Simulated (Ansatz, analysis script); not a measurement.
## CrRh2S4: energy against the total moment: two spin channels first

Ansatz 0.2.0; Ansatz DFT, two collinear spin channels, from typed moments; PBE+U, PAW default.

A collinear run comes first: it shows whether moments survive, and how large they are.

File input.yaml:

```yaml
crystal:
  lattice:
    - [6.127642, -1.791515, 0.0]
    - [6.127642, 1.791515, 0.0]
    - [-3.125922, 0.0, 5.502142]
  atoms:
    - { symbol: Cr, position: [0.0, 0.0, 0.0], spin: 3.0 }
    - { symbol: Rh, position: [0.739837, 0.739837, 0.724529], spin: 1.0 }
    - { symbol: Rh, position: [0.260163, 0.260163, 0.275471], spin: 1.0 }
    - { symbol: S, position: [0.632693, 0.632693, 0.971573] }
    - { symbol: S, position: [0.367307, 0.367307, 0.028427] }
    - { symbol: S, position: [0.872051, 0.872051, 0.542756] }
    - { symbol: S, position: [0.127949, 0.127949, 0.457244] }
magnetization:
  spin_polarized: true
kpoints:
  mp_grid: { grid: [5, 5, 3] }
hamiltonian:
  xc: pbe
  hubbard:
    sites:
      - { species: Cr, l: d, u_eff: 1.75 }
      - { species: Rh, l: d, u_eff: 1.0 }
scf:
  occupations: { method: fermi_dirac, width: 0.02 }
  max_iter: 120
  convergence: { dr2_threshold: 1.0e-08 }
output:
  write_density: true
  write_potential: true
  elf: true
  volumetric_format: npy
```

Command:

```bash
ansatz run input.yaml --threads 1 --pin off --max-ram 3072MiB --backend cpu --events-out ev --progress --plain --runs-dir out
```

Before running it: what should come out for the spin moment in the atom's sphere?

The site moments add up to 3.47 μB, near the cell's 3.95 μB; the rest lies between the atoms. Symmetry leaves 4 kinds of site among the 7 atoms, and equivalent atoms carry values of equal size.

Valence density in the ac plane of the conventional cell at fractional y = 0.000, with atoms of Cr and Rh and S within 0.2 Å of it. It is the smooth field of the valence electrons, not physical close to the nuclei.

ELF in the ac plane of the conventional cell at fractional y = 0.000, with atoms of Cr and Rh and S within 0.2 Å of it.

Spin moment in the atom's sphere by atom:

```tsv
atom	spin moment in the atom's sphere (μB)
Cr1	3.21
Rh2	0.20
Rh3	0.20
S4	-0.05
S5	-0.05
S6	-0.02
S7	-0.02
```

Tables count atoms from 1; parts of the log count from 0.

Spin density in the ac plane of the conventional cell at fractional y = 0.000, with atoms of Cr and Rh and S within 0.2 Å of it.

Ten even steps from '0' (-0.1 e/Å³) to '9' (4.6 e/Å³), each cell a mean:
```
62000000000000000000000000000000037
20000000000000000000000000000000022
00000000000000000000000000000000000
00000000000000000000000000000000000
00000000000000000000000000000000000
00000000000000000000000000000000000
00000000000000000000000000000000000
00000000000000000000000000000000000
00000000000000000000000000000000000
00000000000000000000000000000000000
00000000000000000000000000000000000
00000000000000000000000000000000000
00000000000000000000000000000000000
00000000000000000000000000000000000
00000000000000000000000000000000000
11000000000000000000000000000000000
44100000000000000000000000000000002
95100000000000000000000000000000026
```
Columns run along a (12.3 Å), rows up along c (6.3 Å), edges of the conventional cell, whose origin can differ from the input's. Atoms in or near the plane, at fractional coordinates: Cr at (0.00, 0.00), Rh at (0.74, 0.72), Rh at (0.26, 0.28), S at (0.63, 0.97), S at (0.37, 0.03), S at (0.87, 0.54), S at (0.13, 0.46).

Ten steps, logarithmic in the rise over the least value, from '0' (0 e/Å³) to '9' (20 e/Å³), each cell a mean:
```
96210000123333321012331332111111379
63100000123333210113433332333211367
21000000112221000012333324665311233
10000000111110000012222247886311221
00000001110000000001111368985222221
00000111100000000000012578863233332
00012222100000000000012577633333432
00123333110000000000012344323322431
01233333211111000000001222123323320
02331233223321000000001111123333210
12333332356531000000000000123332100
12343333688631000000000000112210000
12332236898621100000000000111100000
12222247887421211000000011100000000
12211246764223322100001121100000001
45421234532334332100112332100000012
88521122222332332101233332100000136
98511111113322331112332332100001269
```
Columns run along a (12.3 Å), rows up along c (6.3 Å), edges of the conventional cell, whose origin can differ from the input's. Atoms in or near the plane, at fractional coordinates: Cr at (0.00, 0.00), Rh at (0.74, 0.72), Rh at (0.26, 0.28), S at (0.63, 0.97), S at (0.37, 0.03), S at (0.87, 0.54), S at (0.13, 0.46).

Ten even steps from '0' (0.01) to '9' (0.92), each cell a mean:
```
96211000268645763158731586221111379
63100000268877631279856873343221357
21000000257764211379999733665321122
11000000134421000368886326876322322
31000011111100000135653357874346776
41002343210000000012222578753588998
40146776410000000000113577535876898
21578777520111000000012355348623897
14884367521211100000012222367304884
28961277423321100000011111367568851
59963685356532100000000001367887511
79988853578642110000000000245653102
68987534787522343100000000122210002
35554347875336776310000122110000001
11112357763379998510023565310000001
44311235533798898511357887410000012
88521222236852588313676787410000136
98411111148611686226851377311111259
```
Columns run along a (12.3 Å), rows up along c (6.3 Å), edges of the conventional cell, whose origin can differ from the input's. Atoms in or near the plane, at fractional coordinates: Cr at (0.00, 0.00), Rh at (0.74, 0.72), Rh at (0.26, 0.28), S at (0.63, 0.97), S at (0.37, 0.03), S at (0.87, 0.54), S at (0.13, 0.46).

[Logs and program files are shortened in this print: banners, set-up blocks, solver, clock and traceback lines can be left out without a mark of their own.]

[Logs are printed without paths, hosts, clocks, repeated set-up lines and the standing remarks that a program may print on its own settings, such as how far it seeks lower states.]

[Hosts, paths, dates, database ids (printed as entryN), source tags and the programs' standing remarks are cut or masked in the printed files.]
